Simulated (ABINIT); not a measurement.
## SiO2 (Cristobalite): G0W0 with ABINIT, start to end

Aim: the G0W0 gap of SiO2 (Cristobalite) on PBE, step by step.

Main program and level: ABINIT 10.8.3; PBE and many-body steps on it, plane waves.

The database entry behind the starting cell lists a temperature of 340 K, so it need not match the best structure at ambient conditions.

**1. Starting point**

The structure is tetragonal, space group P4_12_12 (No. 92). The conventional cell has a = 4.982 Å, b = 4.982 Å, c = 6.963 Å, α = 90.00°, β = 90.00°, γ = 90.00°. Nearest to Si lie 4 O at 1.60 to 1.61 Å. Nearest to O lie 2 Si at 1.60 to 1.61 Å. Farther neighbours and most contacts between anions are not listed.

As a file:

```cif
data_structure
_symmetry_space_group_name_H-M 'P 1'
_symmetry_Int_Tables_number 1
_cell_length_a 4.9820
_cell_length_b 4.9820
_cell_length_c 6.9630
_cell_angle_alpha 90.000
_cell_angle_beta 90.000
_cell_angle_gamma 90.000
_cell_volume 172.82
loop_
_atom_site_label
_atom_site_type_symbol
_atom_site_fract_x
_atom_site_fract_y
_atom_site_fract_z
_atom_site_occupancy
Si1 Si 0.29897 0.29897 0.00000 1
Si2 Si 0.20103 0.79897 0.25000 1
Si3 Si 0.70103 0.70103 0.50000 1
Si4 Si 0.79897 0.20103 0.75000 1
O5 O 0.23989 0.10347 0.17813 1
O6 O 0.39653 0.73989 0.42813 1
O7 O 0.76011 0.89653 0.67813 1
O8 O 0.60347 0.26011 0.92813 1
O9 O 0.73989 0.39653 0.57187 1
O10 O 0.89653 0.76011 0.32187 1
O11 O 0.26011 0.60347 0.07187 1
O12 O 0.10347 0.23989 0.82187 1
```

The cell and positions come from the Crystallography Open Database and are kept as given unless a step says otherwise.

**2. Ground state**

This step: ABINIT 10.8.3; DFT, PBE, plane waves, norm-conserving pseudopotentials.

The ground-state density comes first.

File run.abi:

```
acell 3*1.0 Angstrom
rprim 
  4.982000000000 0.000000000000 0.000000000000
  0.000000000000 4.982000000000 0.000000000000
  0.000000000000 0.000000000000 6.963000000000
ntypat 2
znucl 14 8
natom 12
typat 1 1 1 1 2 2 2 2 2 2 2 2
xred 
  0.298970000000 0.298970000000 -0.000000000000
  0.201030000000 0.798970000000 0.250000000000
  0.701030000000 0.701030000000 0.500000000000
  0.798970000000 0.201030000000 0.750000000000
  0.239890000000 0.103470000000 0.178130000000
  0.396530000000 0.739890000000 0.428130000000
  0.760110000000 0.896530000000 0.678130000000
  0.603470000000 0.260110000000 0.928130000000
  0.739890000000 0.396530000000 0.571870000000
  0.896530000000 0.760110000000 0.321870000000
  0.260110000000 0.603470000000 0.071870000000
  0.103470000000 0.239890000000 0.821870000000
pp_dirpath "pseudos"
pseudos "Si.upf, O.upf"
ecut 36
ngkpt 4 4 4
nshiftk 1
shiftk 0 0 0
kptopt 1
chksymbreak 0
nband 42
occopt 1
tolvrs 1e-08
nstep 60
prtwf 0
optforces 0
optstress 0
indata_prefix "in"
outdata_prefix "out"
tmpdata_prefix "tmp"
```

Command:

```sh
$ OMP_NUM_THREADS=1 mpirun -n 4 abinit run.abi > log
```

Numbers of over 12 decimals in the logs are rounded to 6 here.

Output:

```text
.Version 10.8.3 of ABINIT. v10.8.2 released Aug 2026.

 Symmetries : space group P4_1 2_1 2 (# 92); Bravais tP (primitive tetrag.)
================================================================================
 Values of the parameters that define the memory need of the present run
     intxc =       0    ionmov =       0      iscf =       7    lmnmax =       6
     lnmax =       6     mgfft =      72  mpssoang =       3    mqgrid =    3554
     natom =      12  nloc_mem =       1    nspden =       1   nspinor =       1
    nsppol =       1      nsym =       8    n1xccc =    2501    ntypat =       2
    occopt =       1   xclevel =       2
-    mband =          42        mffmem =           1         mkmem =           5
       mpw =       12042          nfft =      209952          nkpt =          18
================================================================================
  Rough estimation (10% accuracy) of disk space for files :
================================================================================

--------------------------------------------------------------------------------
------------- Echo of variables that govern the present computation ------------
--------------------------------------------------------------------------------
 -outvars: echo values of preprocessed input variables --------
            acell      1.8897261259E+00  1.8897261259E+00  1.8897261259E+00 Bohr

      chksymbreak           0
             ecut      3.60000000E+01 Hartree
-          fftalg         312

              ixc     -101130
              kpt      0.00000000E+00  0.00000000E+00  0.00000000E+00
                       2.50000000E-01  0.00000000E+00  0.00000000E+00
                       5.00000000E-01  0.00000000E+00  0.00000000E+00
                       2.50000000E-01  2.50000000E-01  0.00000000E+00
                       5.00000000E-01  2.50000000E-01  0.00000000E+00
                       5.00000000E-01  5.00000000E-01  0.00000000E+00
                       0.00000000E+00  0.00000000E+00  2.50000000E-01
                       2.50000000E-01  0.00000000E+00  2.50000000E-01
                       5.00000000E-01  0.00000000E+00  2.50000000E-01
   [... 7 further rows ...]
                       5.00000000E-01  2.50000000E-01  5.00000000E-01
                       5.00000000E-01  5.00000000E-01  5.00000000E-01
         kptrlatt        4    0    0      0    4    0      0    0    4
          kptrlen      3.76584622E+01
P           mkmem           5
            natom          12
            nband          42
            ngfft          54      54      72
             nkpt          18
            nstep          60
             nsym           8
           ntypat           2
              occ      2.000000  2.000000  2.000000  2.000000  2.000000  2.000000
                       2.000000  2.000000  2.000000  2.000000  2.000000  2.000000
                       2.000000  2.000000  2.000000  2.000000  2.000000  2.000000
                       2.000000  2.000000  2.000000  2.000000  2.000000  2.000000
                       2.000000  2.000000  2.000000  2.000000  2.000000  2.000000
                       2.000000  2.000000  0.000000  0.000000  0.000000  0.000000
                       0.000000  0.000000  0.000000  0.000000  0.000000  0.000000
        optforces           0
        optstress           0
            prtwf           0
            rprim      4.9820000000E+00  0.0000000000E+00  0.0000000000E+00
[...]
spgroup          92

           tolvrs      1.00000000E-08

             xred      2.9897000000E-01  2.9897000000E-01  0.0000000000E+00
[...]
znucl       14.00000    8.00000

================================================================================

 chkinp: Checking input parameters for consistency.

================================================================================
== DATASET  1 ==================================================================
-   mpi_nproc: 4, omp_nthreads: 1 (-1 if OMP is not activated)

--- !DatasetInfo
iteration_state: {dtset: 1, }
dimensions: {natom: 12, nkpt: 18, mband: 42, nsppol: 1, nspinor: 1, nspden: 1, mpw: 12042, }
cutoff_energies: {ecut:  36.0, pawecutdg:  -1.0, }
electrons: {nelect:   6.40000000E+01, charge:   0.00000000E+00, occopt:   1.00000000E+00, tsmear:   1.00000000E-02, }

 Real(R)+Recip(G) space primitive vectors, cartesian coordinates (Bohr,Bohr^-1):
 R(1)=  9.4146156  0.0000000  0.0000000  G(1)=  0.1062178  0.0000000  0.0000000
 R(2)=  0.0000000  9.4146156  0.0000000  G(2)=  0.0000000  0.1062178  0.0000000
 R(3)=  0.0000000  0.0000000 13.1581630  G(3)=  0.0000000  0.0000000  0.0759985
 Unit cell volume ucvol=  1.1662736E+03 bohr^3
 Angles (23,13,12)=  9.00000000E+01  9.00000000E+01  9.00000000E+01 degrees

 getcut: wavevector=  0.0000  0.0000  0.0000  ngfft=  54  54  72
         ecut(hartree)=     36.000   => boxcut(ratio)=   2.02591

--- Pseudopotential description ------------------------------------------------
- Si Generated using ONCVPSP code by D. R. Hamann
- 14.00000   4.00000  171031                  znucl, zion, pspdat
12 -101130 2 -1 1510                          pspcod,pspxc,lmax,lloc,mmax
     nproj     2     2     2
  pspatm : epsatm=    9.34321561
         --- l  ekb(1:nproj) -->
[...]
-  8.00000   6.00000  171031                  znucl, zion, pspdat
12 -101130 2 -1 936                           pspcod,pspxc,lmax,lloc,mmax
     nproj     2     2     1
  pspatm : epsatm=    6.19545534
         --- l  ekb(1:nproj) -->
[...]
2   -1.331955
 pspatm: atomic psp has been read  and splines computed

   5.56393633E+03                                ecore*ucvol(ha*bohr**3)
--------------------------------------------------------------------------------

_setup2: Arith. and geom. avg. npw (full set) are   12029.172   12029.162

================================================================================

--- !BeginCycle
iteration_state: {dtset: 1, }
solver: {iscf: 7, nstep: 60, nline: 4, wfoptalg: 0, }
tolerances: {tolvrs: 1.00E-08, }

     iter   Etot(hartree)      deltaE(h)  residm     vres2
 ETOT  1  -148.90712975966    -1.489E+02 1.061E-01 1.865E+03
 ETOT  2  -149.15772278845    -2.506E-01 1.590E-02 1.367E+03
 ETOT  3  -149.80625019657    -6.485E-01 5.052E-03 1.698E+01
 ETOT  4  -149.81018399399    -3.934E-03 4.852E-03 1.119E+00
 ETOT  5  -149.81027201013    -8.802E-05 1.622E-03 9.989E-02
 ETOT  6  -149.81027422681    -2.217E-06 2.777E-03 1.124E-02
 ETOT  7  -149.81027502386    -7.971E-07 5.020E-04 8.338E-05
 ETOT  8  -149.81027503349    -9.633E-09 6.246E-04 1.082E-05
 ETOT  9  -149.81027503448    -9.830E-10 9.622E-05 9.449E-08
 ETOT 10  -149.81027503449    -1.128E-11 1.294E-04 1.553E-09

 At SCF step   10       vres2   =  1.55E-09 < tolvrs=  1.00E-08 =>converged.

--- !ResultsGS
iteration_state: {dtset: 1, }
comment   : Summary of ground state results
lattice_vectors:
- [  9.4146156,   0.0000000,   0.0000000, ]
- [  0.0000000,   9.4146156,   0.0000000, ]
- [  0.0000000,   0.0000000,  13.1581630, ]
lattice_lengths: [   9.41462,    9.41462,   13.15816, ]
lattice_angles: [ 90.000,  90.000,  90.000, ] # degrees, (23, 13, 12)
lattice_volume:   1.1662736E+03
convergence: {deltae: -1.128E-11, res2:  1.553E-09, residm:  1.294E-04, diffor:  0.000E+00, }
etotal    :  -1.49810275E+02
entropy   :   0.00000000E+00
fermie    :  -2.55725752E-02
cartesian_stress_tensor: null
pressure_GPa: null
xred      :
- [  2.9897E-01,   2.9897E-01,   0.0000E+00, Si]
- [  2.0103E-01,   7.9897E-01,   2.5000E-01, Si]
- [  7.0103E-01,   7.0103E-01,   5.0000E-01, Si]
- [  7.9897E-01,   2.0103E-01,   7.5000E-01, Si]
- [  2.3989E-01,   1.0347E-01,   1.7813E-01,  O]
- [  3.9653E-01,   7.3989E-01,   4.2813E-01,  O]
- [  7.6011E-01,   8.9653E-01,   6.7813E-01,  O]
- [  6.0347E-01,   2.6011E-01,   9.2813E-01,  O]
- [  7.3989E-01,   3.9653E-01,   5.7187E-01,  O]
- [  8.9653E-01,   7.6011E-01,   3.2187E-01,  O]
- [  2.6011E-01,   6.0347E-01,   7.1870E-02,  O]
- [  1.0347E-01,   2.3989E-01,   8.2187E-01,  O]
cartesian_forces: null
force_length_stats: {min: null, max: null, mean: null, }

 Integrated electronic density in atomic spheres:
 ------------------------------------------------
 Atom  Sphere_radius  Integrated_density
[...]
================================================================================

 ----iterations are completed or convergence reached----

 Mean square residual over all n,k,spin=   87.733E-08; max=  12.942E-05
 reduced coordinates (array xred) for   12 atoms
[...]
0.603470000000      0.260110000000      0.928130000000
       0.739890000000      0.396530000000      0.571870000000
       0.896530000000      0.760110000000      0.321870000000
       0.260110000000      0.603470000000      0.071870000000
       0.103470000000      0.239890000000      0.821870000000
 rms dE/dt=  0.0000E+00; max dE/dt=  0.0000E+00; dE/dt below (all hartree)
    1       0.000000000000      0.000000000000      0.000000000000
    2       0.000000000000      0.000000000000      0.000000000000
    3       0.000000000000      0.000000000000      0.000000000000
    4       0.000000000000      0.000000000000      0.000000000000
    5       0.000000000000      0.000000000000      0.000000000000
    6       0.000000000000      0.000000000000      0.000000000000
    7       0.000000000000      0.000000000000      0.000000000000
    8       0.000000000000      0.000000000000      0.000000000000
    9       0.000000000000      0.000000000000      0.000000000000
   10       0.000000000000      0.000000000000      0.000000000000
[...]
cartesian coordinates (angstrom) at end:
[...]
8      3.006488     1.295868     6.462569
    9      3.686132     1.975512     3.981931
   10      4.466512     3.786868     2.241181
   11      1.295868     3.006488     0.500431
   12      0.515488     1.195132     5.722681
 length scales=  1.889726125908  1.889726125908  1.889726125908 bohr
              =  1.000000000000  1.000000000000  1.000000000000 angstroms
 prteigrs : about to open file out_EIG
 Fermi (or HOMO) energy (hartree) =  -0.02557   Average Vxc (hartree)=  -0.30639
 Eigenvalues (hartree) for nkpt=  18  k points:
 kpt#   1, nband= 42, wtk=  0.01563, kpt=  0.0000  0.0000  0.0000 (reduced coord)
  -0.73918   -0.70592   -0.70592   -0.66274   -0.66084   -0.66072   -0.66024   -0.66024
  -0.37632   -0.29860   -0.29860   -0.23991   -0.23545   -0.23545   -0.21774   -0.21169
  -0.13446   -0.13392   -0.13392   -0.11377   -0.11047   -0.10058   -0.09294   -0.09147
  -0.09147   -0.07371   -0.07371   -0.06945   -0.04986   -0.03550   -0.03550   -0.02557
   0.18760    0.30148    0.30148    0.31610    0.31610    0.33129    0.34345    0.38630
   0.38663    0.39616
 prteigrs : prtvol=0 or 1, do not print more k-points.

--- !EnergyTerms
iteration_state     : {dtset: 1, }
comment             : Components of total free energy in Hartree
kinetic             :  9.81339551391108E+01
hartree             :  6.11850038090774E+01
xc                  : -4.05099292261297E+01
Ewald energy        : -7.99602560446805E+01
psp_core            :  4.77069561456680E+00
local_psp           : -1.73544038500357E+02
non_local_psp       : -1.98857058260745E+01
total_energy        : -1.49810275034487E+02
total_energy_eV     : -4.07654525758007E+03
band_energy         : -1.79306474979264E+01

== END DATASET(S) ==============================================================
================================================================================

 -outvars: echo values of variables after computation  --------
           etotal     -1.4981027503E+02
            nband          42
             nkpt          18
          spgroup          92
 [... the other variables as echoed above ...]

 Calculation completed.
```

The job ended after 1.8 min (4 MPI ranks of Arm Neoverse V1, shared host; peak memory 0.56 GiB; 7.4 min of CPU time).

Numbers from this step:

| Item | Value |
| --- | --- |
| total energy | -4076.5453 eV |
| gap | 5.801 eV |
| k of the valence top | 0, 0, 0 |
| k of the conduction bottom | 0, 0, 0 |
| least direct gap | 5.801 eV |

The gap is direct, at Γ.

(Part 1 of 3 ends here.)

[Paths, hosts, dates, memory and timing lines, banners, echoed tables and standing remarks are left out of the program output.]

[Logs are printed without paths, hosts, clocks, repeated set-up lines and the standing remarks that a program may print on its own settings, such as how far it seeks lower states.]

[Runs of the session that timed out or met a known fault of the program may be left out.]

[Hosts, paths, dates, database ids (printed as entryN), source tags and the programs' standing remarks are cut or masked in the printed files.]

[G0W0 gaps are taken among the corrected bands and points alone; a level outside them can change the order at an edge.]

[Where Ansatz stands beside ABINIT at settings called matched, ABINIT's density can come from a denser mesh and the files from another edition; pairs whose starting gaps differed by over 0.03 eV were left out, so agreement reads better than it is.]
